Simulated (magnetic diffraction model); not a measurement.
# Ho2CoMo3: the ordered moment from one line

Space group R-3m (no. 166), a = 5.4420 Å, c = 13.2540 Å.

| site | atom | x | y | z |
| --- | --- | --- | --- | --- |
| 6c | Ho | 1/3 | 2/3 | 0.5415 |
| 9e | Mo | 1/6 | 1/3 | 1/3 |
| 3b | Co | 1/3 | 2/3 | 1/6 |

This is a made-up structure (elements placed in a structure type, unrelaxed), so the numbers test the method and describe no known phase.

Only Ho and Co are taken to order (form factors of Ho3+ and Co2+); orders and moment sizes are assumed, and not adapted to the symmetry. Radiation: neutrons of λ = 2.52 Å, 5° to 80°; isotropic B of 0.21 Å² (Ho), 0.28 Å² (Mo) and 0.31 Å² (Co). Simulated constant-wavelength pattern: nuclear and magnetic terms add, the magnetic one as |2.695 fm × Σ f S⊥ exp(2πi Q·r) exp(−B s²)|², summed over all Q at one angle with the factor 1/(sin²θ cos θ). For collinear order S is the moment m, which repeats by lattice and centring translations R with the sign exp(−2πi k·R). Free-ion form factors, Sears's scattering lengths of 1992, no absorption; a label names one of the reflections at its angle. The strongest nuclear line in the range is 100, and lines under 0.2 are left out.

In a first state the assumed order is k = (1/2 0 1/2), collinear moments along [120], 9.5 μB on Ho and 2.23 μB on Co; signs + at (1/3, 2/3, 0.5415), − at (1/3, 2/3, 0.7918), + at (1/3, 2/3, 1/6), with this pattern:

```csv
2θ (°),index,nuclear,magnetic
16.31,(1/2 0 1/2),0.0,247.7
31.56,(1/2 -1 3/2),0.0,201.4
31.65,(1/2 0 -5/2),0.0,332.9
32.97,(1 0 1),1.7,0.0
33.14,(0 0 3),5.0,0.0
38.30,(0 1 2),5.3,0.0
41.81,(1/2 1 -1/2),0.0,48.5
42.03,(1/2 0 7/2),0.0,13.2
50.38,(3/2 0 3/2),0.0,132.2
50.44,(1/2 1 5/2),0.0,179.4
55.17,(1 1 0),21.7,0.0
55.40,(1 0 4),63.3,0.0
57.94,(3/2 -2 1/2),0.0,12.9
58.10,(1/2 1 -7/2),0.0,11.1
58.21,(1/2 -1 9/2),0.0,12.8
65.01,(1/2 -2 5/2),0.0,65.5
```
(The table stops after 16 lines; 13 more lie at higher angle.)

**Question.** Nearer the ordering temperature the line at 31.65° has total intensity 83.1 on the same scale, and all moments have shrunk alike. How large is the Ho moment?

The nuclear part, 0.0, stays, so the magnetic part is 83.1 against 332.9. It goes as m², so m = 9.5 × √(83.1/332.9) = 4.75 μB; the value used was 4.75 μB.

[Logs are printed without paths, hosts, clocks, repeated set-up lines and the standing remarks that a program may print on its own settings, such as how far it seeks lower states.]
